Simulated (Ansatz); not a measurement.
## Quasi-harmonic thermodynamics of ScAl3 (Pm-3m)

Aim: the lattice, expansion, heat capacity and bulk modulus of ScAl3 as it warms. The starting cell is a computed one from a database.

Method: DFT PBEsol, scalar-relativistic, plane waves, PAW; PAW set soft_1, in Ansatz 0.2.0.

## (1) Starting point

Symmetry: Pm-3m, No. 221, cubic system. Conventional cell: a = 4.088 Å, b = 4.088 Å, c = 4.088 Å, α = 90.00°, β = 90.00°, γ = 90.00°. Sc has 12 Al at 2.89 Å nearest. Al has 4 Sc at 2.89 Å and 8 Al at 2.89 Å nearest. Farther neighbours are not listed.

As a file:

```cif
data_structure
_symmetry_space_group_name_H-M 'Pm-3m'
_symmetry_Int_Tables_number 221
_cell_length_a 4.0878
_cell_length_b 4.0878
_cell_length_c 4.0878
_cell_angle_alpha 90.000
_cell_angle_beta 90.000
_cell_angle_gamma 90.000
_cell_volume 68.31
loop_
_atom_site_label
_atom_site_type_symbol
_atom_site_symmetry_multiplicity
_atom_site_Wyckoff_symbol
_atom_site_fract_x
_atom_site_fract_y
_atom_site_fract_z
_atom_site_occupancy
Sc1 Sc 1 a 0.00000 0.00000 0.00000 1
Al1 Al 3 c 0.50000 0.00000 0.50000 1
```

## (2) A first coarse run

A cheap single point shows whether the cell is a metal or an insulator and how far it is from rest; that sets the k-mesh and the occupations of what follows.

Input file input.yaml:

```yaml
crystal:
  lattice:
    - [4.08780657, 0.0, 0.0]
    - [0.0, 4.08780657, 0.0]
    - [0.0, 0.0, 4.08780657]
  atoms:
    - { symbol: Sc, position: [0.0, 0.0, 0.0] }
    - { symbol: Al, position: [0.5, 0.0, 0.5] }
    - { symbol: Al, position: [0.0, 0.5, 0.5] }
    - { symbol: Al, position: [0.5, 0.5, 0.0] }
kpoints:
  mp_grid: { grid: [4, 4, 4] }
hamiltonian:
  xc: pbesol
  pseudopotentials: { kind: paw, azcp: { folder: soft_1 }, xc_functional: pbe }
scf:
  occupations: { method: gaussian, width: 0.1 }
  lower_state_search: "off"
output:
  forces: true
  stress: true
  eigenvalues: true
```

On the command line:

```sh
$ ansatz run input.yaml --threads 8 --pin off --max-ram 16384MiB --backend cpu --events-out ev --progress --plain --runs-dir out
```

Numbers of over 12 decimals in the logs are rounded to 6 here.

Output:

```text
Engine: ansatz 0.2.0, aarch64-unknown-linux-gnu
Pseudopotentials: kind: paw
Pseudopotential: Sc, paw, valence charge 11, recommended cutoff 420 eV (normal), soft_1/Sc.paw.azcp
Pseudopotential: Al, paw, valence charge 3, recommended cutoff 420 eV (normal), soft_1/Al.paw.azcp
Functional definition: PBEsol
  exchange = pbesol_x
  correlation = pbesol_c
Crystal: 4 atoms, lattice volume = 68.308 Å³
Basis set: ecut = 420 eV, 1357 PW (Γ), exchange–correlation on 60×60×60 points (8 copies of the dense FFT grid, shifted against one another)
Bands: 14, of which v1, the nominal top of the filled ones, is band 10 counted from 1 (9 counted from 0)
Symmetry: 48 space group operations
Space group: Pm-3m (ITA 221), of the structure as read, at distance tolerance 4.1e-5 Å
k-points: 10 of 64
Non-local potential: Sc, projectors of the file, l = 0: 3, l = 1: 2, l = 2: 3, l = 3: 1
Non-local potential: Al, projectors of the file, l = 0: 2, l = 1: 2, l = 2: 1
PAW form: soft (Blöchl's): semilocal exchange-correlation on the pseudo side does not see the compensation charge
PAW frozen core: Sc, regenerated for the run's functional, and the local potential with it (the file was generated under x = pbe(κ = 0.804, μ = 0.219515), c = pbe(β = 0.066725))
PAW frozen core: Al, regenerated for the run's functional, and the local potential with it (the file was generated under x = pbe(κ = 0.804, μ = 0.219515), c = pbe(β = 0.066725))
PAW one-centre angular grid: Sc, 590 points (default); XC on 64 Gauss nodes
PAW one-centre angular grid: Al, 110 points (default); XC on 64 Gauss nodes
Initial density: superposition of atomic densities (chi_scale 0.1, normalization cell, long waves kept (reshape's long-wave potential 0.00 eV rms))
Initial wavefunctions: pseudopotential atomic-orbital guess
Functional: x = pbesol(κ = 0.804, μ = 0.123457), c = pbesol(β = 0.046)
SCF iter   1: F=—  HF=-3687.138395 eV  |F-HF|=—  |Δ(HF+E_count)|=         —  Δρ=2.66e-2  dr2=9.90e-1  ethr=3.10e-3  ⟨swp⟩=5.0  Hψ=717  notcnv=0
preconditioner: auto → Resta (q_TF=auto, 2.223 Å⁻¹)  ε∞=9.2  [insulator: Δε(μ)=0.222 eV  Ē_g=5.427 eV  σ=0.100 eV  W_gap=0.64  n_scr=18 (ndim 8)  ℏωp=15.6 eV  f_vac=0.000  D(μ)=4.57/eV (n_scr^D=56)  ε∞_Penn≈9.2]
SCF iter   2: F=—  HF=-3686.906036 eV  |F-HF|=—  |Δ(HF+E_count)|=   2.32e-1  Δρ=1.63e-2  dr2=2.24e-1  ethr=3.10e-3  ⟨swp⟩=2.0  Hψ=254  notcnv=0  defer=1
SCF iter   3: F=—  HF=-3686.805400 eV  |F-HF|=—  |Δ(HF+E_count)|=   1.01e-1  Δρ=7.17e-3  dr2=6.08e-2  ethr=1.12e-3  ⟨swp⟩=2.9  Hψ=267  notcnv=0  defer=1
SCF iter   4: F=—  HF=-3686.786600 eV  |F-HF|=—  |Δ(HF+E_count)|=   1.88e-2  Δρ=1.17e-3  dr2=7.21e-4  ethr=3.04e-4  ⟨swp⟩=2.1  Hψ=222  notcnv=0  defer=1
SCF iter   5: F=—  HF=-3686.786299 eV  |F-HF|=—  |Δ(HF+E_count)|=   3.01e-4  Δρ=1.95e-4  dr2=6.47e-5  ethr=3.60e-6  ⟨swp⟩=2.2  Hψ=208  notcnv=0  defer=1
SCF iter   6: F=—  HF=-3686.786285 eV  |F-HF|=—  |Δ(HF+E_count)|=   1.37e-5  Δρ=2.77e-5  dr2=1.09e-6  ethr=3.24e-7  ⟨swp⟩=2.1  Hψ=174  notcnv=0  defer=1
SCF iter   7: F=-3686.786285 eV  HF=-3686.786285 eV  |F-HF|=7.73e-11  |Δ(HF+E_count)|=   1.82e-7  Δρ=2.16e-6  dr2=2.02e-9  ethr=5.00e-10  ⟨swp⟩=5.3  Hψ=603  notcnv=0
SCF 1 converged in 7 iterations: F = -3686.786285 eV  dr2 = 2.02e-9
  greatest PAW one-centre occupation: 0.998 electrons in one spin orbital (limit 2), on the Sc atom at site 0 (counted from 0), in its partial waves of l = 0
SCF converged after 7 iterations
Free energy (F): -3686.786285 eV
Harris-Foulkes:  -3686.786285 eV  (|F-HF|=7.73e-11)
Internal energy: -3686.761648 eV  (E = F + TS)
E sigma→0 (E₀):  -3686.773967 eV
Entropy (-TS):   -0.024637 eV (-6.159 meV/atom)
Fermi energy:    9.138977 eV
--- Per-component energies (eV) ---
  E_band       = -126.279347
  E_kinetic    = 279.138825
  E_local      = -1010.113244  (includes V_loc(G=0)·N_el)
  E_nonlocal   = 173.946228
  E_hartree    = 404.687606
  E_xc         = -198.753848
  E_vxc        = -195.059596  (∫ρ·V_xc dr)
  E_paw        = -2337.702057  (= ΣΔE_a)
  E_vpaw       = -183.567411  (= ΣTr[D̂ρ^β])
  E_aug_tail   = 0.000032  (compensation charges beyond the density's cutoff)
  E_ewald      = -998.151633
  E_core_change = 0.186442  (= ΣΔE_core)
  E_smearing   = -0.024637  (= −TS)
  E_closure    = 0.000000  (closes the sum)
  Σ components = -3686.786285   (vs F -3686.786285, Δ=0.00e0)
--- Forces (eV/Å), atoms counted from 1 ---
  atom   1  Sc    -0.00000000     0.00000000     0.00000000
  atom   2  Al     0.00000000     0.00000000     0.00000000
  atom   3  Al     0.00000000     0.00000000     0.00000000
  atom   4  Al     0.00000000     0.00000000     0.00000000
  max |Σ_I F_I| component: 1.48e-31 eV/Å
--- Stress (GPa, compression-positive) ---
       -0.885209      -0.000000       0.000000
        0.000000      -0.885209       0.000000
        0.000000       0.000000      -0.885209
  P = ⅓ Tr σ = -0.8852 GPa (-8.852 kbar)
--- Band table (eV; the first three rows and the last of 10) ---
  k-point 0: bands = [... 6 lower, 6.4882, 7.3181, 7.3181, 7.3181, 10.3476, 10.4096, 10.4096, 10.4096]
  k-point 1: bands = [... 6 lower, 6.9204, 7.3703, 7.3703, 8.7815, 10.1911, 10.1911, 10.5680, 11.5426]
  k-point 2: bands = [... 6 lower, 7.4076, 7.4076, 7.6282, 9.9869, 10.1193, 10.1193, 10.4629, 10.7454]
  k-point 9: bands = [... 6 lower, 4.3299, 4.6635, 6.1693, 6.1693, 6.1693, 10.0269, 11.7141, 11.7141]
```

Run time: 0.3 s. Hardware: 8 threads of Arm Neoverse V2, shared host; peak memory 0.33 GiB.

Numbers from this step:

* pressure: -0.8852 GPa
* volume per atom: 17.08 Å³/atom
* gap on the k-mesh: 0 eV

The start is under -0.89 GPa at this level and looks like a metal on this mesh.

## (3) Finding the static equilibrium

Phonons are second derivatives about a minimum, so cell and atoms are relaxed first, inside the symmetry of the start.

input.yaml: that of step 2 with these lines changed.

```diff
@@ -11,3 +11,3 @@
 kpoints:
-  mp_grid: { grid: [4, 4, 4] }
+  mp_grid: { grid: [10, 10, 10] }
 hamiltonian:
@@ -22 +22,6 @@
   eigenvalues: true
+relax:
+  adjacent_minimum: "off"
+  f_tol: 0.005
+  max_steps: 80
+  cell: { stress_tol: 0.05 }
```

Output:

```text
[...]
Crystal: 4 atoms, lattice volume = 68.308 Å³
Basis set: ecut = 420 eV, 1357 PW (Γ), exchange–correlation on 60×60×60 points (8 copies of the dense FFT grid, shifted against one another)
Bands: 14, of which v1, the nominal top of the filled ones, is band 10 counted from 1 (9 counted from 0)
Symmetry: 48 space group operations
[...]
k-points: 56 of 1000
[...]
SCF iter   1: F=—  HF=-3687.260340 eV  |F-HF|=—  |Δ(HF+E_count)|=         —  Δρ=2.60e-2  dr2=9.17e-1  ethr=3.10e-3  ⟨swp⟩=5.3  Hψ=4197  notcnv=0
[...]
SCF iter   7: F=-3686.907973 eV  HF=-3686.907973 eV  |F-HF|=9.09e-12  |Δ(HF+E_count)|=   2.17e-9  Δρ=2.00e-6  dr2=1.80e-9  ethr=5.00e-10  ⟨swp⟩=3.9  Hψ=2498  notcnv=0
SCF 1 converged in 7 iterations: F = -3686.907973 eV  dr2 = 1.80e-9
[...]
relax step   1: F+E_penalty+E_count = -3686.90797253 eV  Δ(F+E_penalty+E_count) = +0.000e0 eV  max|allowed force component| = 1.048e-30 eV/Å  Δτ_max = 0.0000 Å  P = -1.107 GPa  Ω = 68.308 Å³  (7 SCF iters, dr2 threshold 1.00e-7 eV, accepted)
Crystal: 4 atoms, lattice volume = 66.875 Å³
[...]
iter 1 solved again at ethr=5.89e-6 eV; its pass at ethr=3.10e-3 eV (dr2=1.18e-3 eV) is discarded
[...]
SCF iter   5: F=-3686.909571 eV  HF=-3686.909571 eV  |F-HF|=3.28e-10  |Δ(HF+E_count)|=   2.94e-7  Δρ=3.69e-6  dr2=5.34e-9  ethr=2.00e-9  ⟨swp⟩=4.8  Hψ=3253  notcnv=0
SCF 2 converged in 5 iterations: F = -3686.909571 eV  dr2 = 5.34e-9
relax step   2: F+E_penalty+E_count = -3686.90957101 eV  Δ(F+E_penalty+E_count) = -1.598e-3 eV  max|allowed force component| = 2.794e-31 eV/Å  Δτ_max = 0.0000 Å  P = +0.829 GPa  Ω = 66.875 Å³  energy of the carried Pulay correction = +2.006e-4 eV  (5 SCF iters, dr2 threshold 4.00e-7 eV, accepted)
Crystal: 4 atoms, lattice volume = 67.481 Å³
[...]
SCF iter   4: F=-3686.911012 eV  HF=-3686.911012 eV  |F-HF|=8.73e-8  |Δ(HF+E_count)|=   2.56e-6  Δρ=1.47e-5  dr2=1.44e-7  ethr=2.00e-9  ⟨swp⟩=2.7  Hψ=2748  notcnv=0
SCF 3 converged in 4 iterations: F = -3686.911012 eV  dr2 = 1.44e-7
relax step   3: F+E_penalty+E_count = -3686.91101223 eV  Δ(F+E_penalty+E_count) = -1.441e-3 eV  max|allowed force component| = 3.112e-31 eV/Å  Δτ_max = 0.0000 Å  P = -0.016 GPa  Ω = 67.481 Å³  energy of the carried Pulay correction = +1.152e-4 eV  (4 SCF iters, dr2 threshold 4.00e-7 eV, accepted)
[...]
SCF iter   5: F=-3686.910901 eV  HF=-3686.910901 eV  |F-HF|=5.91e-12  |Δ(HF+E_count)|=  6.78e-11  Δρ=8.48e-8  dr2=7.44e-12  ethr=1.00e-12  ⟨swp⟩=4.1  Hψ=2491  notcnv=0
SCF 4 converged in 5 iterations: F = -3686.910901 eV  dr2 = 7.44e-12
relax step   4: F+E_penalty+E_count = -3686.91090054 eV  Δ(F+E_penalty+E_count) = +1.117e-4 eV  max|allowed force component| = 1.726e-31 eV/Å  Δτ_max = 0.0000 Å  P = -0.019 GPa  Ω = 67.481 Å³  stress off target by 1.87e-2 GPa  SCF on the basis re-selected at this cell (its energy is not comparable with the rows above)  (5 SCF iters)
basis re-selected at this cell: Δ(F+E_penalty+E_count) = +1.117e-4 eV, ΔP = -0.003 GPa vs the last step (what re-selecting the basis moved, of the pressure what is left beyond the Pulay correction that the steps carried, after the strain that the cell walked since its last selection, with what the two solves' SCF thresholds leave and, on support functions, any second-order correction that the steps lacked; it is no m [...]
SCF converged after 5 iterations
Free energy (F): -3686.910901 eV
[...]
Internal energy: -3686.905324 eV  (E = F + TS)
E sigma→0 (E₀):  -3686.908112 eV
Entropy (-TS):   -0.005576 eV (-1.394 meV/atom)
Fermi energy:    9.263135 eV
[...]
--- Stress (GPa, compression-positive) ---
       -0.018726       0.000000       0.000000
        0.000000      -0.018726      -0.000000
        0.000000      -0.000000      -0.018726
  P = ⅓ Tr σ = -0.0187 GPa (-0.187 kbar)
--- Band table (eV; the first three rows and the last of 56) ---
  k-point 0: bands = [... 6 lower, 6.6124, 7.4429, 7.4429, 7.4429, 10.4686, 10.5562, 10.5562, 10.5562]
  k-point 1: bands = [... 6 lower, 6.6847, 7.4530, 7.4530, 7.9570, 10.5023, 10.5023, 10.5859, 10.8612]
  k-point 2: bands = [... 6 lower, 6.8948, 7.4772, 7.4772, 8.5833, 10.3899, 10.3899, 10.6666, 11.6736]
  k-point 55: bands = [... 6 lower, 4.4424, 4.7367, 6.2949, 6.2949, 6.2949, 10.1967, 11.8884, 11.8884]
--- Relaxed structure (3 steps of the walk, 3 accepted, 1 SCFs on fresh bases) ---
  F+E_penalty+E_count = -3686.91090054 eV   max|allowed force component| = 1.726e-31 eV/Å   (the final SCF, on the basis selected at the relaxed cell)
  cell:  # Å, volume = 67.4814 Å³
    - [4.071252, 0, 0]
    - [0, 4.071252, 0.0]
    - [0, 0.0, 4.071252]
  atoms:
    - { symbol: Sc, position: [0, 0, 0] }
    - { symbol: Al, position: [0.5, 0, 0.5] }
    - { symbol: Al, position: [0, 0.5, 0.5] }
    - { symbol: Al, position: [0.5, 0.5, 0] }
```

Elapsed: 1.8 s, on 8 threads; peak memory 0.43 GiB.

The steps of the relaxation:

```
step  energy less that of the first step (eV)  largest force component (eV/Å)  pressure (GPa)  volume (Å³)
   1                                   0.0000                          0.0000           -1.11        68.31
   2                                  -0.0016                          0.0000            0.83        66.88
   3                                  -0.0030                          0.0000           -0.02        67.48
  4*                                  -0.0029                          0.0000           -0.02        67.48
```

Relaxation steps marked * repeat the geometry before them on a plane-wave basis chosen anew for their cell, so energy and pressure can jump there.

The run keeps the 48 symmetry operations that it works with, so distortions that break them were not tested.

```
conventional cell, symmetrised  before  after  change
                         a (Å)   4.088  4.071  -0.4 %
                         b (Å)   4.088  4.071  -0.4 %
                         c (Å)   4.088  4.071  -0.4 %
              volume (Å³/atom)   17.08  16.87  -1.2 %
```

The relaxed structure:

```xyz
4
Lattice="4.0713 0.0000 0.0000 0.0000 4.0713 0.0000 0.0000 0.0000 4.0713" Properties=species:S:1:pos:R:3 pbc="T T T"
Sc    0.0000    0.0000    0.0000
Al    2.0356    0.0000    2.0356
Al    0.0000    2.0356    2.0356
Al    2.0356    2.0356    0.0000
```

This step gave:

| Quantity | Value |
| --- | --- |
| pressure | -0.01873 GPa |
| volume per atom | 16.87 Å³/atom |

The relaxation ends with a pressure of -0.02 GPa.

(Part 1 of 3 ends here.)

[Logs are printed without paths, hosts, clocks, repeated set-up lines and the standing remarks that a program may print on its own settings, such as how far it seeks lower states.]

[Hosts, paths, dates, database ids (printed as entryN), source tags and the programs' standing remarks are cut or masked in the printed files.]

[A step with changed settings may run another functional than the one named; its input shows which.]
